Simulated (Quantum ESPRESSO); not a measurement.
# NaP3 (Pm-3m): zone-centre phonons, part 2 of 2

Aim: the zone-centre modes of NaP3 (Pm-3m).

Quantum ESPRESSO 7.5; DFT LDA, scalar-relativistic, plane waves, GBRV ultrasoft pseudopotentials.

So far. Step 2 (A first look): No gap opens on this mesh, so smearing is kept; the start stands at 28 GPa. Step 4 (Ground state): The cell stands at -0.005 GPa, close enough for phonons. The relaxed cell has a = 3.927 Å (conventional setting).

The structure was built from a prototype and need not be the compound's stable phase.

### Step 5. Zone-centre response

At q = 0 one unit cell holds all displacements; symmetry groups them into irreducible representations that are solved one by one. With smeared occupations no response to a homogeneous field can be asked.

ph.in reads:

```
phonons
&INPUTPH
  prefix       = 'x'
  outdir       = './tmp'
  fildyn       = 'g.dyn'
  tr2_ph       = 1.0d-18
  alpha_mix(1) = 0.4
  nmix_ph      = 8
/
0.000000000000 0.000000000000 0.000000000000
```

Started as:

```
> OMP_NUM_THREADS=1 mpirun -n 4 ph.x -nk 4 -in ph.in > ph.out
```

Output:

```text
[banners, grids, parts of the stress and lines that vanish by symmetry left out]
[banner, memory and clock lines left out]
Program PHONON v.7.5

     ./tmp/x.save/

     IMPORTANT: XC functional enforced from input :
     Exchange-correlation= PZ
                           (   1   1   0   0   0   0   0)
     Any further DFT definition will be discarded
     Please, verify this is what you really want

     G-vector sticks info

     Reading collected, re-writing distributed wavefunctions in ./tmp/

     Number and degeneracy of irreps per q-point
       N         xq(1)         xq(2)         xq(3)   N irreps
       1   0.000000000   0.000000000   0.000000000       4
        3   3   3   3

     Calculation of q =    0.0000000   0.0000000   0.0000000

     phonons

     bravais-lattice index     =            1
     lattice parameter (alat)  =       7.4203  a.u.
     unit-cell volume          =     408.5602 (a.u.)^3
     number of atoms/cell      =            4
     number of atomic types    =            2
     kinetic-energy cut-off    =      45.0000  Ry
     charge density cut-off    =     270.0000  Ry
     convergence threshold     =      1.0E-18
     beta                      =       0.4000
     number of iterations used =            8
     Exchange-correlation= PZ
                           (   1   1   0   0   0   0   0)

     celldm(1)=    7.42025  celldm(2)=    0.00000  celldm(3)=    0.00000
     celldm(4)=    0.00000  celldm(5)=    0.00000  celldm(6)=    0.00000

     crystal axes: (cart. coord. in units of alat)
               a(1) = (  1.0000  0.0000  0.0000 )
               a(2) = (  0.0000  1.0000  0.0000 )
               a(3) = (  0.0000  0.0000  1.0000 )

     reciprocal axes: (cart. coord. in units 2 pi/alat)
               b(1) = (  1.0000  0.0000  0.0000 )
               b(2) = (  0.0000  1.0000  0.0000 )
               b(3) = (  0.0000  0.0000  1.0000 )

     Atoms inside the unit cell:

     Cartesian axes

     site n.  atom      mass           positions (alat units)
        1  Na     22.9898   tau(    1) = (    0.00000    0.00000    0.00000  )
        2  P      30.9738   tau(    2) = (    0.00000    0.50000    0.50000  )
        3  P      30.9738   tau(    3) = (    0.50000    0.50000    0.00000  )
        4  P      30.9738   tau(    4) = (    0.50000    0.00000    0.50000  )

     Computing dynamical matrix for
                    q = (   0.0000000   0.0000000   0.0000000 )

     49 Sym.Ops. (with q -> -q+G )

     G cutoff =  376.5662  (  30647 G-vectors)     FFT grid: ( 40, 40, 40)
     G cutoff =  251.0442  (  16831 G-vectors)  smooth grid: ( 32, 32, 32)

     number of k points=    35  Marzari-Vanderbilt smearing, width (Ry)=  0.0200
                       cart. coord. in units 2pi/alat
        k(    1) = (   0.0000000   0.0000000   0.0000000), wk =   0.0039062
        k(    2) = (   0.0000000   0.0000000   0.1250000), wk =   0.0234375
        k(    3) = (   0.0000000   0.0000000   0.2500000), wk =   0.0234375
        [... further k-points left out ...]

     PseudoPot. # 1 for Na read from file:
     ./pseudo/Na.upf
     Pseudo is Ultrasoft, Zval =  9.0
     Using radial grid of  819 points,  5 beta functions with:
                l(1) =   0
                l(2) =   0
                l(3) =   1
                l(4) =   1
                l(5) =   2
     Q(r) pseudized with  8 coefficients,  rinner =    1.250   1.250   1.250
                                                       1.250   1.250

     PseudoPot. # 2 for P  read from file:
     ./pseudo/P.upf
     Pseudo is Ultrasoft + core correction, Zval =  5.0
     Using radial grid of  903 points,  6 beta functions with:
                l(1) =   0
                l(2) =   0
                l(3) =   1
                l(4) =   1
                l(5) =   2
                l(6) =   2
     Q(r) pseudized with  8 coefficients,  rinner =    1.300   1.300   1.300
                                                       1.300   1.300

     Mode symmetry, O_h (m-3m)  point group:

     Atomic displacements:
     There are    4 irreducible representations

     Representation     1      3 modes -  To be done

     Representation     2      3 modes -  To be done

     Representation     3      3 modes -  To be done

     Representation     4      3 modes -  To be done

     Alpha used in Ewald sum =   2.6000

     Representation #   1 modes #   1   2   3

     Self-consistent Calculation
      iter #   1   av.it.:   5.5
      thresh= 1.000E-02 alpha_mix =  0.400 |ddv_scf|^2 =  1.653E-07
      iter #   2   av.it.:  14.7
      thresh= 4.066E-05 alpha_mix =  0.400 |ddv_scf|^2 =  1.885E-09
      iter #   3   av.it.:  15.1
      thresh= 4.342E-06 alpha_mix =  0.400 |ddv_scf|^2 =  5.398E-10
      iter #   4   av.it.:  15.6
      thresh= 2.323E-06 alpha_mix =  0.400 |ddv_scf|^2 =  1.078E-11
      iter #   5   av.it.:  16.0
      thresh= 3.283E-07 alpha_mix =  0.400 |ddv_scf|^2 =  1.678E-13
      iter #   6   av.it.:  16.1
      thresh= 4.096E-08 alpha_mix =  0.400 |ddv_scf|^2 =  4.631E-15
      iter #   7   av.it.:  16.2
      thresh= 6.805E-09 alpha_mix =  0.400 |ddv_scf|^2 =  3.865E-16
      iter #   8   av.it.:  15.8
      thresh= 1.966E-09 alpha_mix =  0.400 |ddv_scf|^2 =  8.289E-19

     End of self-consistent calculation

     Convergence has been achieved

     Representation #   2 modes #   4   5   6

     Self-consistent Calculation
      iter #   1   av.it.:   5.5
      thresh= 1.000E-02 alpha_mix =  0.400 |ddv_scf|^2 =  2.047E-07
      iter #   2   av.it.:  14.5
      thresh= 4.524E-05 alpha_mix =  0.400 |ddv_scf|^2 =  1.917E-09
      iter #   3   av.it.:  14.7
      thresh= 4.379E-06 alpha_mix =  0.400 |ddv_scf|^2 =  5.860E-10
      iter #   4   av.it.:  15.2
      thresh= 2.421E-06 alpha_mix =  0.400 |ddv_scf|^2 =  6.793E-12
      iter #   5   av.it.:  15.8
      thresh= 2.606E-07 alpha_mix =  0.400 |ddv_scf|^2 =  8.505E-14
      iter #   6   av.it.:  15.2
      thresh= 2.916E-08 alpha_mix =  0.400 |ddv_scf|^2 =  7.133E-15
[...]
End of self-consistent calculation

     Convergence has been achieved

     Representation #   3 modes #   7   8   9

     Self-consistent Calculation
[...]
End of self-consistent calculation

     Convergence has been achieved

     Representation #   4 modes #  10  11  12

     Self-consistent Calculation
[...]
iter #   2   av.it.:  13.6
      thresh= 1.332E-05 alpha_mix =  0.400 |ddv_scf|^2 =  2.810E-09
      iter #   3   av.it.:  14.0
      thresh= 5.301E-06 alpha_mix =  0.400 |ddv_scf|^2 =  2.045E-10
      iter #   4   av.it.:  14.3
      thresh= 1.430E-06 alpha_mix =  0.400 |ddv_scf|^2 =  2.725E-13
      iter #   5   av.it.:  14.1
      thresh= 5.220E-08 alpha_mix =  0.400 |ddv_scf|^2 =  4.755E-14
      iter #   6   av.it.:  14.2
      thresh= 2.181E-08 alpha_mix =  0.400 |ddv_scf|^2 =  4.578E-17
      iter #   7   av.it.:  15.3
      thresh= 6.766E-10 alpha_mix =  0.400 |ddv_scf|^2 =  3.770E-18
      iter #   8   av.it.:  14.6
      thresh= 1.942E-10 alpha_mix =  0.400 |ddv_scf|^2 =  9.094E-21

     End of self-consistent calculation

     Convergence has been achieved

     Number of q in the star =    1
     List of q in the star:
          1   0.000000000   0.000000000   0.000000000

     Diagonalizing the dynamical matrix

     q = (    0.000000000   0.000000000   0.000000000 )

 **************************************************************************
     freq (    1) =      -3.584409 [THz] =    -119.563007 [cm-1]
     freq (    2) =      -3.584409 [THz] =    -119.563007 [cm-1]
     freq (    3) =      -3.584409 [THz] =    -119.563007 [cm-1]
     freq (    4) =      -0.257032 [THz] =      -8.573678 [cm-1]
     freq (    5) =      -0.257032 [THz] =      -8.573678 [cm-1]
     freq (    6) =      -0.257032 [THz] =      -8.573678 [cm-1]
     freq (    7) =       4.796667 [THz] =     159.999579 [cm-1]
     freq (    8) =       4.796667 [THz] =     159.999579 [cm-1]
     freq (    9) =       4.796667 [THz] =     159.999579 [cm-1]
     freq (   10) =       9.198112 [THz] =     306.815983 [cm-1]
     freq (   11) =       9.198112 [THz] =     306.815983 [cm-1]
     freq (   12) =       9.198112 [THz] =     306.815983 [cm-1]
 **************************************************************************

     Mode symmetry, O_h (m-3m)  point group:

     freq (   1-   3) =       -119.6  [cm-1]   --> T_1u G_15  G_4- I
     freq (   4-   6) =         -8.6  [cm-1]   --> T_1u G_15  G_4- I
     freq (   7-   9) =        160.0  [cm-1]   --> T_2u G_25  G_5-
     freq (  10-  12) =        306.8  [cm-1]   --> T_1u G_15  G_4- I
```

Wall time 2.3 min (4 MPI ranks of Arm Neoverse V2, shared host); 9.4 min of CPU time.

Numbers from this step:

```
largest acoustic frequency at the zone centre before the sum rule : -8.57 cm⁻¹
highest optical zone-centre mode (no LO-TO term)                  : 306.8 cm⁻¹
lowest optical zone-centre mode                                   : -119.6 cm⁻¹
```

The acoustic modes at Γ come out as far as 8.6 cm⁻¹ from zero, where they should vanish, a small numerical error. The lowest optical mode is imaginary, 120i cm⁻¹, an instability at this level and on this k mesh.

### Step 6. Zone-centre analysis

A rigid shift of the crystal must cost nothing, but grids and finite bases break this; the acoustic sum rule is imposed before the matrix is diagonalised again.

dynmat.in reads:

```
&INPUT
  fildyn = 'g.dyn'
  asr    = 'simple'
  fileig = 'dynmat.eig'
/
```

Started as:

```
> dynmat.x -in dynmat.in > dynmat.out
```

Output:

```text
[banner, memory and clock lines left out]
Program DYNMAT v.7.5

     Reading Dynamical Matrix from file g.dyn
     ...Force constants read
     ...epsilon and Z* not read (not found on file)
     A direction for q was not specified:TO-LO splitting will be absent

     Polarizability (A^3 units)
     multiply by 1.000000 for Clausius-Mossotti correction
         0.000000    0.000000    0.000000
         0.000000    0.000000    0.000000
         0.000000    0.000000    0.000000

     IR activities are in (D/A)^2/amu units

# mode   [cm-1]    [THz]      IR
    1   -119.27   -3.5756    0.0000
    2   -119.27   -3.5756    0.0000
    3   -119.27   -3.5756    0.0000
    4     -0.00   -0.0000    0.0000
    5     -0.00   -0.0000    0.0000
    6      0.00    0.0000    0.0000
    7    160.20    4.8026    0.0000
    8    160.20    4.8026    0.0000
    9    160.20    4.8026    0.0000
   10    306.97    9.2028    0.0000
   11    306.97    9.2028    0.0000
   12    306.97    9.2028    0.0000

[end of the log left out, with the tail of the file of modes that dynmat.x writes under the same name]
```

It took 0.45 s on 1 thread.

Numbers from this step:

| Property | Result |
| --- | --- |
| highest optical zone-centre mode (no LO-TO term) | 307.0 cm⁻¹ |
| lowest optical zone-centre mode | -119.3 cm⁻¹ |

Unit eigenvectors of the mass-weighted matrix after the sum rule; no LO-TO term. The modes at Γ (shares of kinetic energy by element, %) (negative means imaginary):

```tsv
mode	frequency (cm⁻¹)	Na %	P %
1	-119.3	10	90
2	-119.3	10	90
3	-119.3	10	90
4	0.0	20	80
5	0.0	20	80
6	0.0	20	80
7	160.2	0	100
8	160.2	0	100
9	160.2	0	100
10	307.0	71	29
11	307.0	71	29
12	307.0	71	29
```

Displacements in mode 2 (-119.3 cm⁻¹), the largest set to 1:
```
Na1 -0.05  0.33 -0.42
P2   0.12  0.27 -0.34
P3  -0.04  0.27  1.00
P4  -0.04 -0.78 -0.34
```

Displacements in mode 11 (307.0 cm⁻¹), the largest set to 1:
```
Na1  0.00  0.00  1.00
P2   0.00  0.00 -0.39
P3   0.00  0.00  0.04
P4   0.00  0.00 -0.39
```

The rule moves no optical mode by more than 0.3 cm⁻¹.

### Step 7. Sum rules set otherwise: a sum rule for molecules or wires on a crystal

This rule also removes rotations, which suits wires and not a crystal; it is tried to see the harm.

dynmat.in reads:

```
&INPUT
  fildyn = 'g.dyn'
  asr    = 'one-dim'
  fileig = 'dynmat.eig'
/
```

Started as:

```
> dynmat.x -in dynmat.in > dynmat.out
```

Output:

```text
[banner, memory and clock lines left out]
Program DYNMAT v.7.5

     Reading Dynamical Matrix from file g.dyn
     ...Force constants read
     ...epsilon and Z* not read (not found on file)
asr rotation axis in 1D system=    3
     Acoustic Sum Rule: || Z*(ASR) - Z*(orig)|| =    0.000000E+00
     Acoustic Sum Rule: ||dyn(ASR) - dyn(orig)||=    1.092799E-01
     A direction for q was not specified:TO-LO splitting will be absent

     Polarizability (A^3 units)
     multiply by 1.000000 for Clausius-Mossotti correction
         0.000000    0.000000    0.000000
         0.000000    0.000000    0.000000
         0.000000    0.000000    0.000000

     IR activities are in (D/A)^2/amu units

# mode   [cm-1]    [THz]      IR
    1   -119.56   -3.5844    0.0000
    2   -119.56   -3.5844    0.0000
    3     -0.00   -0.0000    0.0000
    4     -0.00   -0.0000    0.0000
    5     -0.00   -0.0000    0.0000
    6      0.00    0.0000    0.0000
    7     39.72    1.1908    0.0000
    8    160.00    4.7967    0.0000
    9    160.00    4.7967    0.0000
   10    280.81    8.4183    0.0000
   11    306.82    9.1983    0.0000
   12    306.82    9.1983    0.0000

[end of the log left out, with the tail of the file of modes that dynmat.x writes under the same name]
```

The job ended after 0.45 s (1 thread).

The run ended normally, but on settings that are not sound.

The fault: a sum rule for molecules or wires on a crystal; 1 optical mode is projected out to zero frequency, as if it were a rotation.

For a crystal the rule has to be 'simple' or 'crystal'.

Zone-centre frequencies as printed; negative means imaginary. Modes:

```tsv
mode	frequency (cm⁻¹)
1	-119.6
2	-119.6
3	0
4	0
5	0
6	0
7	39.72
8	160
9	160
10	280.8
11	306.8
12	306.8
```

### Step 8. Sum rules set otherwise (asr crystal)

The rule can be imposed in more than one way; the choices should agree where the raw error is small.

dynmat.in reads:

```
&INPUT
  fildyn = 'g.dyn'
  asr    = 'crystal'
  fileig = 'dynmat.eig'
/
```

Started as:

```
> dynmat.x -in dynmat.in > dynmat.out
```

Output:

```text
[banner, memory and clock lines left out]
Program DYNMAT v.7.5

     Reading Dynamical Matrix from file g.dyn
     ...Force constants read
     ...epsilon and Z* not read (not found on file)
     Acoustic Sum Rule: || Z*(ASR) - Z*(orig)|| =    0.000000E+00
     Acoustic Sum Rule: ||dyn(ASR) - dyn(orig)||=    2.825630E-04
     A direction for q was not specified:TO-LO splitting will be absent

     Polarizability (A^3 units)
     multiply by 1.000000 for Clausius-Mossotti correction
         0.000000    0.000000    0.000000
         0.000000    0.000000    0.000000
         0.000000    0.000000    0.000000

     IR activities are in (D/A)^2/amu units

# mode   [cm-1]    [THz]      IR
    1   -119.56   -3.5844    0.0000
    2   -119.56   -3.5844    0.0000
    3   -119.56   -3.5844    0.0000
    4     -0.00   -0.0000    0.0000
    5     -0.00   -0.0000    0.0000
    6     -0.00   -0.0000    0.0000
    7    160.00    4.7967    0.0000
    8    160.00    4.7967    0.0000
    9    160.00    4.7967    0.0000
   10    306.82    9.1983    0.0000
   11    306.82    9.1983    0.0000
   12    306.82    9.1983    0.0000

[end of the log left out, with the tail of the file of modes that dynmat.x writes under the same name]
```

The job ended after 0.45 s (1 thread).

Numbers from this step:

| Property | Result |
| --- | --- |
| highest optical zone-centre mode (no LO-TO term) | 306.8 cm⁻¹ |
| lowest optical zone-centre mode | -119.6 cm⁻¹ |

Zone-centre frequencies as printed; negative means imaginary. Modes:

```tsv
mode	frequency (cm⁻¹)
1	-119.6
2	-119.6
3	-119.6
4	0
5	0
6	0
7	160
8	160
9	160
10	306.8
11	306.8
12	306.8
```

Against the first rule no mode moves by more than 0.3 cm⁻¹.

### Step 9. Outcome

```json
{"space group after relaxation": "Pm-3m", "volume per atom": "15.1 Å³", "highest optical zone-centre mode (no LO-TO term)": "307.0 cm⁻¹", "lowest optical zone-centre mode": "-119.3 cm⁻¹", "imaginary optical modes at the zone centre (no q mesh in this session)": "yes"}
```

At the LDA level the optical modes of NaP3 (Pm-3m) at the zone centre run from 119i to 307 cm⁻¹, so the structure is a saddle point, with 3 modes beyond 10i cm⁻¹ there. Of the 9 optical modes, 6 are infrared active alone and 3 are silent. These are harmonic frequencies at zero temperature: anharmonic shifts and linewidths and thermal expansion are left out. In a metal the frequencies hang on the k mesh and the smearing, most of all near Kohn anomalies. The structure is a hypothetical one, built on a prototype.

[Host names and launcher messages were left out of these logs when they were recorded.]

[Logs are printed without paths, hosts, clocks, repeated set-up lines and the standing remarks that a program may print on its own settings, such as how far it seeks lower states.]

[Hosts, paths, dates, database ids (printed as entryN), source tags and the programs' standing remarks are cut or masked in the printed files.]
